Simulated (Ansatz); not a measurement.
# Phonons of LaAs (Fm-3m) against volume, part 2 of 2

Wanted: mode Grüneisen parameters of LaAs (Fm-3m).

Ansatz 0.2.0; DFT PBEsol, scalar-relativistic, plane waves, PAW; PAW set soft_1.

So far, highest frequency on the path or at a solved wavevector (cm⁻¹): step 2 (response at finite wavevector) 194; step 4 (phonons at the other volume, volume ratio 0.97) 200.

**5. Relaxing at another volume, volume ratio 1.03**

The volume is scaled by 1.03 and held; symmetry leaves nothing to relax, so this is a single point. The modes can then be followed against volume.

input.yaml

```yaml
crystal:
  lattice:
    - [0.0, 3.0854256792, 3.0854256792]
    - [3.0854256792, 0.0, 3.0854256792]
    - [3.0854256792, 3.0854256792, 0.0]
  atoms:
    - { symbol: La, position: [0.5, 0.5, 0.5] }
    - { symbol: As, position: [0.0, 0.0, 0.0] }
kpoints:
  mp_grid: { grid: [12, 12, 12] }
hamiltonian:
  xc: pbesol
  pseudopotentials: { kind: paw, azcp: { folder: soft_1 }, xc_functional: pbe }
scf:
  occupations: { method: methfessel_paxton, width: 0.2 }
output:
  forces: true
  stress: true
  eigenvalues: true
```

The run is started by

```bash
ansatz run input.yaml --threads 4 --pin off --max-ram 10240MiB --backend cpu --events-out ev --progress --plain --runs-dir out
```

Numbers of over 12 decimals in the logs are rounded to 6 here.

What it wrote:

```text
[...]
Crystal: 2 atoms, lattice volume = 58.746 Å³
Basis set: ecut = 420 eV, 1139 PW (Γ), exchange–correlation on 60×60×60 points (8 copies of the dense FFT grid, shifted against one another)
Bands: 17, of which v1, the nominal top of the filled ones, is band 13 counted from 1 (12 counted from 0)
Symmetry: 48 space group operations
[...]
k-points: 72 of 1728
[...]
--- Band table (eV; the first three rows and the last of 72) ---
  k-point 0: bands = [... 9 lower, -0.3871, 9.5828, 9.5828, 9.5828, 11.1015, 11.1015, 11.1015, 11.7857]
  k-point 1: bands = [... 9 lower, -0.3032, 9.1947, 9.3627, 9.3627, 11.0929, 11.1922, 11.1922, 11.8876]
  k-point 2: bands = [... 9 lower, -0.0741, 8.4090, 8.9077, 8.9077, 11.0910, 11.4097, 11.4097, 12.0481]
  k-point 71: bands = [... 9 lower, 0.3247, 7.7480, 8.3218, 8.3218, 11.4883, 11.4883, 12.0842, 12.0842]
[key lines of the parts left out:]
SCF converged after 8 iterations
Free energy (F): -10977.562589 eV
Fermi energy:    9.461590 eV
P = ⅓ Tr σ = -1.9738 GPa (-19.738 kbar)
```

Wall time 1.5 s (4 threads of Arm Neoverse V1, shared host); peak memory 0.41 GiB; 5 s of CPU time.

Numbers from this step:

| Quantity | Value |
| --- | --- |
| pressure | -1.974 GPa |
| volume per atom | 29.37 Å³ |

The run ends at a pressure of -1.97 GPa.

**6. Phonons at the other volume, volume ratio 1.03**

The phonons are repeated at this volume on the same k and q meshes.

input.yaml, as its differences from that of step 5:

```diff
@@ -16,4 +16,11 @@
 output:
-  forces: true
-  stress: true
   eigenvalues: true
+phonons:
+  method: dfpt
+  qmesh: [4, 4, 4]
+  temperatures: { t_max: 1000, t_step: 50 }
+  qpath:
+    path:
+      - [[0.0, 0.0, 0.0], [0.5, 0.0, 0.5], [0.625, 0.25, 0.625]]
+      - [[0.375, 0.375, 0.75], [0.0, 0.0, 0.0], [0.5, 0.5, 0.5], [0.5, 0.25, 0.75], [0.5, 0.0, 0.5]]
+    npoints: 10
```

What it wrote:

```text
[...]
Crystal: 2 atoms, lattice volume = 58.746 Å³
Basis set: ecut = 420 eV, 1139 PW (Γ), exchange–correlation on 60×60×60 points (8 copies of the dense FFT grid, shifted against one another)
Bands: 17, of which v1, the nominal top of the filled ones, is band 13 counted from 1 (12 counted from 0)
Symmetry: 48 space group operations
k-points: 72 of 1728
[...]
k-point 71: bands = [... 9 lower, 0.3247, 7.7479, 8.3217, 8.3217, 11.4884, 11.4884, 12.0843, 12.0843]
[...]
ASR residual: 4.792e-5 → 0.000e0 eV/Å²; symmetrization residual: 2.037e-6 eV/Å²
  ASR residual per site (eV/Å²): 4.79e-5 1.11e-5
  Γ frequencies (cm⁻¹): 0.00 0.00 0.00 117.24 117.24 117.24
--- Phonons (arbitrary-q DFPT): 8 irreducible q on the 4×4×4 mesh ---
[...]
interpolated dispersion: 62 rows × 6 modes
[...]
[key lines of the parts left out:]
SCF converged after 10 iterations
Free energy (F): -10977.562589 eV
Fermi energy:    9.461561 eV
```

Wall time 7.1 min (4 threads); peak memory 4.5 GiB; 28 min of CPU time.

Numbers from this step:

```yaml
sum_rule_residual_before_enforcement: 4.79e-5 eV/Å²
highest_frequency_on_the_path_or_at_a_solved_wavevector: 188.4 cm⁻¹
mean_frequency: 117.8 cm⁻¹
debye_temperature_second_moment: 226 K
logarithmic_mean_frequency: 112.9 cm⁻¹
highest_optical_mode_at_the_zone_centre_no_lo_to_term: 117.2 cm⁻¹
lowest_optical_zone_centre_mode: 117.2 cm⁻¹
lowest_mode_on_the_q_mesh_acoustic_modes_at_gamma_apart: 52.46 cm⁻¹
zero_point_energy_per_atom: 21.9 meV
heat_capacity_at_300_k: 24.25 J/(mol atoms K)
vibrational_entropy_at_300_k: 40.61 J/(mol atoms K)
```

The highest optical mode at the zone centre (no LO-TO term) is 117.2 cm⁻¹, -8.5 cm⁻¹ against the base run.

**7. Grüneisen parameters**

The Grüneisen parameter of a mode is minus the logarithmic change of its frequency with volume, −d ln ω / d ln V; weighted by heat capacity it gives the expansion.

This step gave:

* bulk modulus: 71.2 GPa

The phonon branches at the labelled points (cm⁻¹):

| point | branch 1 | branch 2 | branch 3 | branch 4 | branch 5 | branch 6 |
| --- | --- | --- | --- | --- | --- | --- |
| Γ | 0 | 0 | 0 | 126 | 126 | 126 |
| halfway | 52 | 52 | 113 | 139 | 139 | 165 |
| X | 78 | 78 | 112 | 134 | 134 | 152 |
| halfway | 84 | 90 | 109 | 135 | 144 | 152 |
| U | 96 | 102 | 115 | 137 | 152 | 158 |
| jump to K | 96 | 102 | 115 | 137 | 152 | 158 |
| halfway | 61 | 83 | 113 | 138 | 149 | 181 |
| Γ | 0 | 0 | 0 | 126 | 126 | 126 |
| halfway | 67 | 67 | 96 | 139 | 139 | 189 |
| L | 99 | 99 | 136 | 136 | 160 | 169 |
| halfway | 100 | 101 | 130 | 138 | 154 | 163 |
| W | 96 | 96 | 125 | 148 | 151 | 151 |
| halfway | 85 | 102 | 107 | 143 | 144 | 152 |
| X | 78 | 78 | 112 | 134 | 134 | 152 |

The same for volume x 0.97:

| point | branch 1 | branch 2 | branch 3 | branch 4 | branch 5 | branch 6 |
| --- | --- | --- | --- | --- | --- | --- |
| Γ | 0 | 0 | 0 | 135 | 135 | 135 |
| X | 78 | 78 | 112 | 145 | 145 | 164 |
| U | 99 | 102 | 117 | 146 | 162 | 168 |
| K | 99 | 102 | 117 | 146 | 162 | 168 |
| Γ | 0 | 0 | 0 | 135 | 135 | 135 |
| L | 106 | 106 | 143 | 143 | 166 | 174 |
| W | 96 | 96 | 132 | 155 | 162 | 162 |
| X | 78 | 78 | 112 | 145 | 145 | 164 |

The same for volume x 1.03:

| point | branch 1 | branch 2 | branch 3 | branch 4 | branch 5 | branch 6 |
| --- | --- | --- | --- | --- | --- | --- |
| Γ | 0 | 0 | 0 | 117 | 117 | 117 |
| X | 78 | 78 | 111 | 123 | 123 | 142 |
| U | 93 | 101 | 112 | 128 | 141 | 150 |
| K | 93 | 101 | 112 | 128 | 141 | 150 |
| Γ | 0 | 0 | 0 | 117 | 117 | 117 |
| L | 93 | 93 | 129 | 129 | 155 | 163 |
| W | 95 | 95 | 119 | 141 | 141 | 142 |
| X | 78 | 78 | 111 | 123 | 123 | 142 |

The first set of phonon branches as a text plot (rows in cm⁻¹):

```
    196 |                                    **
    187 |                                   *  *
    179 |                       **         *    *
    171 |                      *  **             ****
    162 |   *****         *****           *      *** ****
    154 |        ***************    *           *   *************
    146 |  *           *        **       *               *****
    137 |   **************************     **************     ***
    129 |***     *         *   *    *******          ******
    121 |       * **                          *            *
    112 |      *    **** **     *            *              *****
    104 |               *******                     ****    **
     96 |    **         ****   * *          *  *****  ******  *
     87 |              **   *                 *             **
     79 |   *       ***      ** * **       * *                ***
     71 |        ***           * *
     62 |       *               *         * *
     54 |  *   *                 ****      *
     46 |    **                   **     **
     37 |   *                       *
     29 | **                        **   *
     21 |                            *  *
     12 | *                          *  *
      4 |*                            **
         Γ           X  U|K            Γ         L        W     X
```

Mode Grueneisen parameter -dln(w)/dln(V), modes matched by rank; at Γ the acoustic branches take the value of a neighbouring point of the path. Mode grüneisen parameters along the path, in :

| point | branch 1 | branch 2 | branch 3 | branch 4 | branch 5 | branch 6 |
| --- | --- | --- | --- | --- | --- | --- |
| Γ | -0.12 | -0.12 | 2.11 | 2.32 | 2.32 | 2.32 |
| halfway | -0.32 | -0.32 | 2.28 | 2.34 | 2.34 | 0.84 |
| X | -0.04 | -0.04 | 0.16 | 2.66 | 2.66 | 2.37 |
| halfway | 0.34 | 0.31 | 0.15 | 2.52 | 2.33 | 2.38 |
| U | 1.06 | 0.12 | 0.79 | 2.22 | 2.36 | 1.85 |
| jump to K | 1.06 | 0.12 | 0.79 | 2.22 | 2.36 | 1.85 |
| halfway | -0.30 | 2.60 | 1.52 | 1.77 | 2.16 | 0.98 |
| Γ | -0.11 | 2.35 | 1.34 | 2.32 | 2.32 | 2.32 |
| halfway | 1.95 | 1.95 | 1.10 | 2.01 | 2.01 | 1.04 |
| L | 2.27 | 2.27 | 1.69 | 1.69 | 1.16 | 1.07 |
| halfway | 1.12 | 1.54 | 1.27 | 1.88 | 1.90 | 1.42 |
| W | 0.02 | 0.02 | 1.69 | 1.59 | 2.33 | 2.22 |
| halfway | -0.08 | 1.00 | 0.14 | 2.36 | 2.17 | 2.37 |
| X | -0.04 | -0.04 | 0.16 | 2.66 | 2.66 | 2.37 |

The mode Grüneisen parameters as a text plot (rows in , shown from -0.3 to 2.7 only):

```
   2.60 |        ******        ***                             **
   2.48 |       *      **         **                          *
   2.35 |*     *     **********     ****                 ********
   2.23 | *******   *    **  ***    **  **      ***     * ** **
   2.10 |***            *       ****    * **  **   *   *    **
   1.98 |         **     * **        *      **      *  ***
   1.86 |                 *      *       ***  *     ***  *
   1.74 |        *          *   *       **     *******    **
   1.61 |  *               * ***    *          *  **    ****
   1.49 |                  *    **                  *****
   1.36 |                   *     ******  *        * ***    *
   1.24 |   *    *          *     **           *  * * *      *
   1.12 |                 *                **** ****  **
   0.99 |    **            * *****      *********
   0.87 |      *         *
   0.75 |       * **     **                            **     *
   0.62 |               *
   0.50 |               *                               *
   0.38 |           *  *
   0.25 |              *                                       *
   0.13 |            ******                              *  *****
   0.01 |           ***    **                            ***   **
  -0.11 |***     ***         **     ****                    ***
  -0.24 |   *** *              *****
         Γ           X  U|K            Γ         L        W     X
```

(dS/dlnV)/C_V. The thermodynamic Grueneisen parameter by temperature:

| temperature (K) | thermodynamic Grueneisen parameter |
| --- | --- |
| 50 | 1.31 |
| 100 | 1.43 |
| 150 | 1.45 |
| 200 | 1.46 |
| 250 | 1.46 |
| 300 | 1.47 |
| 350 | 1.47 |
| 400 | 1.47 |
| 450 | 1.47 |
| 500 | 1.47 |
| 550 | 1.47 |
| 600 | 1.47 |
| 650 | 1.47 |
| 700 | 1.47 |
| 750 | 1.47 |
| 800 | 1.47 |
| 850 | 1.47 |
| 900 | 1.47 |
| 950 | 1.47 |
| 1000 | 1.47 |

Gamma C_V/(B V) at the static volume. The volume expansion by temperature:

| temperature (K) | volume expansion (1e-6/K) |
| --- | --- |
| 50 | 10.8 |
| 100 | 22.4 |
| 150 | 26.2 |
| 200 | 27.8 |
| 250 | 28.5 |
| 300 | 29.0 |
| 350 | 29.2 |
| 400 | 29.4 |
| 450 | 29.5 |
| 500 | 29.6 |
| 550 | 29.7 |
| 600 | 29.7 |
| 650 | 29.8 |
| 700 | 29.8 |
| 750 | 29.8 |
| 800 | 29.8 |
| 850 | 29.8 |
| 900 | 29.8 |
| 950 | 29.9 |
| 1000 | 29.9 |

**8. What came out**

| Property | Result |
| --- | --- |
| bulk modulus | 71.2 GPa |
| thermodynamic Grüneisen parameter at 300 K | 1.465 |
| volume expansion at 300 K, estimated | 28.97 × 10⁻⁶ K⁻¹ |

What this shows: By this estimate the volume grows by 29.0 × 10⁻⁶ per kelvin at 300 K. The highest optical mode at Γ goes from 135 to 117 cm⁻¹ as the cell grows, a Grüneisen parameter of 2.31. Mode parameters on the path run from -0.32 to 2.7, with a median of 1.7. Modes with negative values stiffen as the cell grows and pull against the expansion. Branches are matched by rank, so values near crossings are rough. The expansion is the Grüneisen estimate at the static volume, with the static bulk modulus. With no gap, or one that is small against the smearing, the frequencies hang on the k mesh and the smearing, most of all near Kohn anomalies. A semilocal functional can close a gap that the real compound would have, so the metallic treatment may be an artefact of the level. Spin-orbit coupling is left out, which can matter for the heavy elements here. The PAW files were made for PBE and serve the other functionals too. A phonon run warned that its eigensolver left some bands unconverged in a pass.

[Logs are printed without paths, hosts, clocks, repeated set-up lines and the standing remarks that a program may print on its own settings, such as how far it seeks lower states.]

[Hosts, paths, dates, database ids (printed as entryN), source tags and the programs' standing remarks are cut or masked in the printed files.]
